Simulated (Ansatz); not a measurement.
# AlInW in the AlB2 type: lattice stability ahead of a resistivity run, part 3 of 3

Question: is the lattice of AlInW in the AlB2 type stable, and if so, what are its coupling constant and resistivity?

Ansatz 0.2.0; DFT PBE, scalar-relativistic, plane waves, PAW; PAW set soft_1.

So far, lowest frequency on the path (cm⁻¹): step 5 (phonons: q 2×2×2, k 4×4×6) -52.6. The relaxed cell has a = 4.696, c = 2.755 Å (conventional setting).

The structure was built from a prototype and need not be the compound's stable phase.

## 6. Lattice stability: q 3×3×3, k 6×6×9

An imaginary mode on so few k-points may come from the sampling, so the phonons are repeated with another q and k mesh.

input.yaml

```yaml
crystal:
  lattice:
    - [4.6964986014, 0.0, 0.0]
    - [-2.3482493007, 4.0672870977, 0.0]
    - [0.0, 0.0, 2.7552460416]
  atoms:
    - { symbol: W, position: [0.0, 0.0, 0.0] }
    - { symbol: Al, position: [0.3333333333, 0.6666666667, 0.5] }
    - { symbol: In, position: [0.6666666667, 0.3333333333, 0.5] }
kpoints:
  mp_grid: { grid: [6, 6, 9] }
hamiltonian:
  xc: pbe
  pseudopotentials: { kind: paw, azcp: { folder: soft_1 } }
scf:
  occupations: { method: methfessel_paxton, width: 0.2 }
output:
  eigenvalues: true
phonons:
  method: dfpt
  qmesh: [3, 3, 3]
  temperatures: { t_max: 1000, t_step: 50 }
  qpath:
    path:
      - [[0.0, 0.0, 0.0], [0.5, 0.0, 0.0], [0.33333333, 0.33333333, 0.0], [0.0, 0.0, 0.0], [0.0, 0.0, 0.5], [0.5, 0.0, 0.5], [0.33333333, 0.33333333, 0.5], [0.0, 0.0, 0.5]]
      - [[0.5, 0.0, 0.5], [0.5, 0.0, 0.0]]
      - [[0.33333333, 0.33333333, 0.5], [0.33333333, 0.33333333, 0.0]]
    npoints: 10
```

Launch:

```
$ ansatz run input.yaml --threads 4 --pin off --max-ram 12288MiB --backend cpu --events-out ev --progress --plain --runs-dir out
```

Numbers of over 12 decimals in the logs are rounded to 6 here.

The log of the run:

```text
[...]
Crystal: 3 atoms, lattice volume = 52.631 Å³
Basis set: ecut = 420 eV, 1023 PW (Γ), exchange–correlation on 64×64×40 points (8 copies of the dense FFT grid, shifted against one another)
Bands: 19, of which v1, the nominal top of the filled ones, is band 15 counted from 1 (14 counted from 0)
Symmetry: 12 space group operations
k-points: 35 of 324 (time reversal used)
[...]
SCF iter   1: F=—  HF=-16520.657331 eV  |F-HF|=—  |Δ(HF+E_count)|=         —  Δρ=5.92e-2  dr2=2.93e0  ethr=3.10e-3  ⟨swp⟩=5.1  Hψ=3138  notcnv=0
[...]
SCF iter  10: F=-16519.976559 eV  HF=-16519.976559 eV  |F-HF|=0.00e0  |Δ(HF+E_count)|=    0.00e0  S|Δr|=    0.00e0  Δρ=4.08e-8  dr2=1.15e-12  ethr=1.00e-12  ⟨swp⟩=5.0  Hψ=2590  notcnv=0
SCF 1 converged in 10 iterations: F = -16519.976559 eV  dr2 = 1.15e-12
[...]
SCF iter   3: F=-16519.976559 eV  HF=-16519.976559 eV  |F-HF|=3.64e-12  |Δ(HF+E_count)|=  3.64e-12  S|Δr|=    0.00e0  Δρ=3.28e-8  dr2=5.65e-13  ethr=1.00e-12  ⟨swp⟩=1.0  Hψ=1474  notcnv=0
SCF 2 converged in 3 iterations: F = -16519.976559 eV  dr2 = 5.65e-13
[...]
SCF converged after 10 iterations
[...]
Free energy (F): -16519.976559 eV
[...]
Internal energy: -16519.971088 eV  (E = F + TS)
E sigma→0 (E₀):  -16519.975191 eV
Entropy (-TS):   -0.005471 eV (-1.824 meV/atom)
Fermi energy:    14.604265 eV
[...]
--- Band table (eV; the first three rows and the last of 35) ---
  k-point 0: bands = [... 11 lower, 10.6554, 11.1492, 12.8438, 15.0766, 15.0766, 16.9679, 16.9679, 18.9419]
  k-point 1: bands = [... 11 lower, 10.9049, 11.6730, 13.0534, 14.4413, 14.4413, 17.5235, 17.5235, 18.8818]
  k-point 2: bands = [... 11 lower, 11.6153, 12.8731, 13.3645, 13.3645, 13.7114, 17.3938, 18.4778, 18.4778]
  k-point 34: bands = [... 11 lower, 11.7588, 11.9341, 12.6073, 14.3552, 15.6082, 15.9619, 16.1416, 16.5425]
[...]
ASR residual: 3.349e-5 → 0.000e0 eV/Å²; symmetrization residual: 1.571e-5 eV/Å²
  ASR residual per site (eV/Å²): 3.35e-5 1.06e-5 2.05e-5
  Γ frequencies (cm⁻¹): -19.74 0.00 0.00 0.00 85.51 111.53 111.53 277.29 277.29
--- Phonons (arbitrary-q DFPT): 6 irreducible q on the 3×3×3 mesh ---
[...]
interpolated dispersion: 93 rows × 9 modes
[...]
```

Wall time 2 min (4 threads of Arm Neoverse V1, shared host); peak memory 0.79 GiB; 7.7 min of CPU time.

This step gave:

```yaml
share_of_imaginary_modes_in_the_plain_interpolation_between_solved_wavevectors: 0.0034
highest_frequency_solved_or_plainly_interpolated: 307.0 cm⁻¹
```

Solved on the 3×3×3 mesh alone; all other wavevectors are interpolated. The phonon branches at the labelled points (cm⁻¹):

```
    point  branch 1  branch 2  branch 3  branch 4  branch 5  branch 6  branch 7  branch 8  branch 9
        Γ       -20         0         0         0        86       112       112       277       277
  halfway       -20        24        37        75        79       114       138       279       285
        M       -22        39        60        72       116       116       142       287       292
  halfway        18        51        56        73        99       113       157       278       302
        K        39        47        56        74        96       107       165       275       307
  halfway       -11        39        39        76        78       115       144       277       290
        Γ       -20         0         0         0        86       112       112       277       277
  halfway        58        58        93        93       130       157       206       277       277
        A        73        73        80        80       176       218       277       277       286
  halfway        62        68        97       108       176       223       274       278       286
        L        50        57       112       132       175       226       272       278       283
  halfway        35        78       122       125       173       226       266       282       283
        H        17       106       108       131       171       225       262       280       286
  halfway        55        72       105       110       175       223       271       280       285
        A        73        73        80        80       176       218       277       277       286
jump to L        50        57       112       132       175       226       272       278       283
  halfway        29        98       114       121       144       165       203       280       285
        M       -22        39        60        72       116       116       142       287       292
jump to H        17       106       108       131       171       225       262       280       286
  halfway        38        99       106       133       150       164       200       269       297
        K        39        47        56        74        96       107       165       275       307
```

The phonon branches as a text plot (rows in cm⁻¹):

```
    300 |      ******                                       *****
    286 | ******     **         ***************** **********
    273 |***    ************************   *********     ** *****
    259 |                     *         ***       *      ***
    245 |                                                  *
    232 |                    *       *******       *
    218 |                       *****       ******       **
    204 |                   *  *                  * *      **
    191 |                     *                    *
    177 |                  * *  ******************   *
    163 |       ****        * **                  * *    ** *****
    150 |    * *    **       *                     ****    ***
    136 |  ** *            **         ** **      *   **********
    122 | *   *       *             ** **  **     *******    **
    109 |***** *************       ****  ** **   ** **** ********
     95 |       ****     * **     **      *  **    ** *     *****
     81 |****       ***** *  ******     *  ** *** *    *       **
     67 |  * *******      *  ********  *     *****     **
     54 |    *******  *    **       ***     *           *      **
     40 | * **** ** **   *             *   *     *    ***   ***
     26 | ***   *  *  *  **             * *       **** *  **
     13 |***        *  * *               *               *
     -1 |*             **
    -15 |*******     ****                               *
         Γ    M  K      Γ       A     L  H     A|L     M|H      K
```

Lowest modes at the softest wavevector of the mesh. The modes at q = (-0.333, 0.333, 0.000) (shares of kinetic energy by element, %) (negative means imaginary):

```
mode  frequency (cm⁻¹)  W %  Al %  In %
   1             -20.4    7    52    42
   2              31.6   52     8    39
   3              47.9   39    32    29
   4              76.3   55    16    29
   5              95.5   81     2    17
   6             114.9   47    13    39
```

Displacements in mode 1 (-20.4 cm⁻¹), the largest set to 1, in the home cell (x, y, z of the real part, then of the imaginary part):
```
W1   0.00  0.00  0.11  0.00  0.00  0.09
Al2  0.00  0.00  1.00  0.00  0.00 -0.09
In3  0.00  0.00  0.23  0.00  0.00  0.37
```

Displacements in mode 3 (47.9 cm⁻¹), the largest set to 1, in the home cell (x, y, z of the real part, then of the imaginary part):
```
W1   0.00  0.00  0.05  0.00  0.00 -0.41
Al2  0.00  0.00  1.00  0.00  0.00 -0.08
In3  0.00  0.00 -0.37  0.00  0.00 -0.27
```

The modes has structure finer than the step of the table below, so its rows give means over 10 cm⁻¹, whole bins alone (the curve runs from -31.4 to 326 cm⁻¹). Peaks (cm⁻¹: height): Al 276.7: 0.116; In 40.5: 0.0231, 114.8: 0.0255, 144.0: 0.0223, 195.8: 0.0117, 209.3: 0.0117, 220.5: 0.0171, 279.0: 0.0164; W 38.3: 0.0149, 85.5: 0.0352, 114.8: 0.0555, 173.3: 0.0216.

Phonopy on the run's constants, 15x15x21 mesh, Gaussian sigma 2.6 cm⁻¹. Table of modes by wavenumber; means over each step; values in 1/cm⁻¹/cell:

```
wavenumber (cm⁻¹)       Al       In        W
              -20  0.00122   9.2e-4   9.3e-5
              -10   4.0e-4   3.1e-4   2.1e-5
                0   1.7e-4   1.6e-4   8.4e-5
               10   3.2e-4   4.9e-4   5.1e-4
               20   8.6e-4  0.00216  0.00171
               30  0.00447   0.0117  0.00733
               40  0.00686   0.0221   0.0141
               50  0.00600   0.0194   0.0109
               60  0.00399   0.0110  0.00965
               70  0.00436   0.0119   0.0226
               80  0.00423   0.0121   0.0328
               90  0.00459   0.0121   0.0289
              100  0.00630   0.0172   0.0261
              110  0.00469   0.0213   0.0400
              120  0.00294   0.0179   0.0370
              130  0.00661   0.0143   0.0141
              140  0.00309   0.0168  0.00859
              150  0.00171   0.0180   0.0100
              160  0.00393   0.0120   0.0119
              170  0.00541  0.00431   0.0179
              180   2.8e-4  0.00689  0.00481
              190  0.00323  0.00445   9.2e-5
              200  0.00611  0.00629   1.4e-4
              210   3.7e-4  0.00919   1.4e-4
              220  0.00604   0.0140   1.8e-4
              230  0.00349  0.00338   4.9e-5
              240  0.00266   3.9e-5   1.0e-6
              250  0.00652   2.5e-4   3.5e-6
              260  0.00867   1.9e-4   9.0e-7
              270   0.0517  0.00424   4.3e-5
              280   0.0935   0.0141   1.3e-4
              290   0.0337  0.00759   7.6e-5
              300   0.0105  0.00283   1.9e-5
              310  0.00112   3.2e-4   5.0e-7
              320        0        0        0
```

No LO-TO term; unit eigenvectors of the mass-weighted matrix. Modes at Γ, with each element's share of the kinetic energy (negative means imaginary):

```
mode  frequency (cm⁻¹)  symmetry  W %  Al %  In %
   1             -19.7      A2''    1    69    29
   2               0.0   unnamed   56     8    35
   3               0.0   unnamed   56     8    35
   4               0.0   unnamed   56     8    35
   5              85.5      A2''   42    22    35
   6             111.5        E'   43    14    43
   7             111.5        E'   43    14    43
   8             277.3        E'    0    78    22
   9             277.3        E'    0    78    22
```

Displacements in mode 1 (-19.7 cm⁻¹), the largest set to 1:
```
W1   0.00  0.00  0.05
Al2  0.00  0.00  1.00
In3  0.00  0.00 -0.32
```

Displacements in mode 6 (111.5 cm⁻¹), the largest set to 1:
```
W1   0.00  0.68  0.00
Al2  0.00 -1.00  0.00
In3  0.00 -0.85  0.00
```

Among the solved wavevectors the lowest mode, translations apart, is -20.4 cm⁻¹, imaginary.

## 7. Coupling and resistivity: q 3×3×3, k 6×6×9, scattering 8×8×12

Phonons, couplings and the Boltzmann equation in one run.

input.yaml: that of step 6 with these lines changed.

```diff
@@ -28 +28,4 @@
     npoints: 10
+  electrical_resistivity:
+    mesh: [8, 8, 12]
+    temperatures: [20.0, 50.0, 77.0, 100.0, 150.0, 200.0, 300.0, 400.0, 600.0, 800.0]
```

The log of the run:

```text
[the first part of the log is left out]
  E_xc         = -448.206017
  E_vxc        = -350.009871  (∫ρ·V_xc dr)
  E_paw        = -13257.056346  (= ΣΔE_a)
  E_vpaw       = -443.886809  (= ΣTr[D̂ρ^β])
  E_aug_tail   = 0.000279  (compensation charges beyond the density's cutoff)
  E_ewald      = -2673.706397
  E_smearing   = -0.005471  (= −TS)
  E_closure    = 0.000000  (closes the sum)
  Σ components = -16519.976559   (vs F -16519.976559, Δ=0.00e0)
--- Band table (eV; the first three rows and the last of 35) ---
  k-point 0: bands = ["-59.3193", "-23.5262", "-23.5262", "-23.1119", "-0.9158", "-0.1903", "-0.1903", "0.1352", "0.1352", "3.7020", "10.6554", "10.6554", "11.1492", "12.8438", "15.0766", "15.0766", "16.9679", "16.9679", "18.9419"]
  k-point 1: bands = ["-59.3129", "-23.5154", "-23.5154", "-23.2130", "-0.7762", "-0.1823", "-0.1823", "0.0608", "0.0608", "3.9781", "10.9049", "10.9049", "11.6730", "13.0534", "14.4413", "14.4413", "17.5235", "17.5235", "18.8818"]
  k-point 2: bands = ["-59.2968", "-23.4879", "-23.4879", "-23.4630", "-0.4212", "-0.1634", "-0.1634", "-0.1197", "-0.1197", "4.7989", "11.6153", "11.6153", "12.8731", "13.3645", "13.3645", "13.7114", "17.3938", "18.4778", "18.4778"]
  k-point 34: bands = ["-59.2664", "-23.9111", "-23.4376", "-23.4371", "-0.4585", "-0.4390", "-0.1011", "-0.0835", "0.2665", "9.3409", "9.5045", "11.7588", "11.9341", "12.6073", "14.3552", "15.6082", "15.9619", "16.1416", "16.5425"]
--- Phonons (Γ-DFPT): 6 representative perturbations + reference (Σ response iterations 24) ---
  ASR residual: 4.686e-5 → 0.000e0 eV/Å²; symmetrization residual: 2.557e-7 eV/Å²
  ASR residual per site (eV/Å²): 4.69e-5 7.59e-6 6.15e-6
  Γ frequencies (cm⁻¹): -19.74 0.00 0.00 0.00 85.51 111.53 111.53 277.29 277.29
--- Phonons (arbitrary-q DFPT): 6 irreducible q on the 3×3×3 mesh ---
  q = [0.0000, 0.0000, 0.0000] (star 1, of the zone-centre solve; hermiticity 5.44e-8, symmetrization 1.42e-12): -19.74 -0.00 -0.00 0.00 85.51 111.53 111.53 277.29 277.29
  q = [0.0000, 0.0000, 0.3333] (star 2, 6 solved perturbations in 540 linear systems a pass and spin channel, the states on 117 of 324 k-point pairs; hermiticity 3.26e-8, symmetrization 2.06e-12): 68.44 68.44 84.63 84.63 154.79 190.15 249.49 276.89 276.89
  q = [0.0000, 0.3333, 0.0000] (star 6, 9 solved perturbations on 105 of 324 k-point pairs; hermiticity 5.52e-8, symmetrization 4.62e-10): -20.45 31.57 47.89 76.29 95.45 114.94 142.75 282.27 288.19
  q = [0.0000, 0.3333, 0.3333] (star 12, 9 solved perturbations on 189 of 324 k-point pairs; hermiticity 6.27e-8, symmetrization 1.47e-9): 39.79 85.11 105.33 118.02 158.56 195.44 247.73 276.07 280.51
  q = [0.3333, 0.3333, 0.0000] (star 2, 6 solved perturbations in 465 linear systems a pass and spin channel, the states on 105 of 324 k-point pairs; hermiticity 1.98e-6, symmetrization 9.89e-7): 39.09 46.82 56.42 74.25 96.26 107.32 164.99 275.20 307.01
  q = [0.3333, 0.3333, 0.3333] (star 4, 6 solved perturbations in 837 linear systems a pass and spin channel, the states on 189 of 324 k-point pairs; hermiticity 2.82e-6, symmetrization 1.41e-6): 29.15 101.45 106.86 141.86 153.13 196.41 243.55 265.81 291.26
  sum rule: each row above includes the acoustic sum rule's correction from the zone centre's row sums; it moved no ω² by more than (0.28 cm⁻¹)²
  mesh force constants: q→R imaginary residual 0.00e0; ASR residual 4.686e-5 → 0.000e0 eV/Å²; symmetrization residual 7.105e-15 eV/Å²
  interpolated dispersion: 93 rows × 9 modes
  density of states and harmonic sums: on the 15×15×24 q-mesh, interpolated from the force constants of a 3×3×3 supercell (no non-analytic term)
  largest difference from the sums on the solved wave vectors: F 6.42e-2 eV, S 9.37e-5 and C_V 2.96e-5 eV/K
  zero-point energy: 0.085816 eV/cell   skipped modes (ω ≤ 0): 21, of them read as no rigid motion or as one in doubt: 18 (2.685e-2 modes/cell left out, lowest -21.43 cm⁻¹)   left out of the sums: 3.05e-3 of the cell's modes: C_V's classical limit lies that fraction below 3 k_B per atom; for a crystal, a wire or a layer, F and S can be off by more, and a phonons.interpolated_qmesh denser along its periods is the remedy for the sampling
Error: electrical resistivity: the mode of lowest frequency at the wavevector [0.0000, -0.5000, 0.0000] is imaginary, -21.48 cm⁻¹ (written negative): the force constants describe an unstable lattice; relax the structure, enlarge phonons.supercell (under dfpt, kpoints.mp_grid), or, with a block electrical_resistivity or superconductivity, name a file of force constants under which the crystal is stable (phonons.electron_phonon_force_constants)
The harmonic force constants that this run solved are whole in <dir>
```

It took 2.4 min on 4 threads; peak memory 0.8 GiB.

The run ended with an error.

The program's message: “electrical resistivity: the mode of lowest frequency at the wavevector [0.0000, -0.5000, 0.0000] is imaginary, -21.48 cm⁻¹ (written negative): the force constants describe an unstable lattice; relax t …”

The run stops because a mode is imaginary on the scattering mesh, where no scattering rate is defined; denser k meshes, other smearings and, between solved wavevectors, finer q meshes show whether the instability is real.

## 8. What came out

```json
{
  "phonon run of the rows without a label of their own": "PBE, q 3×3×3, k 6×6×9",
  "softest mode on the q mesh": "-20.4 cm⁻¹ at q = (-0.333, 0.333, 0)",
  "highest frequency, solved or plainly interpolated": "307 cm⁻¹"
}
```

What this shows: The lattice is dynamically unstable at this level: a mode at q = (-0.333, 0.333, 0) is imaginary, 20.4i cm⁻¹, so no harmonic coupling constant or resistivity is defined for this structure. These meshes are coarse, and single modes of a metal can move by tens of cm⁻¹ with the k mesh. The coarser mesh found an imaginary mode at another wavevector, which this mesh lacks. Spin–orbit coupling, left out here, matters for W. The phonon runs are not spin-polarised. The structure was built by hand as an ordered model, and its stability against other phases was not tested.

[Logs are printed without paths, hosts, clocks, repeated set-up lines and the standing remarks that a program may print on its own settings, such as how far it seeks lower states.]

[Hosts, paths, dates, database ids (printed as entryN), source tags and the programs' standing remarks are cut or masked in the printed files.]
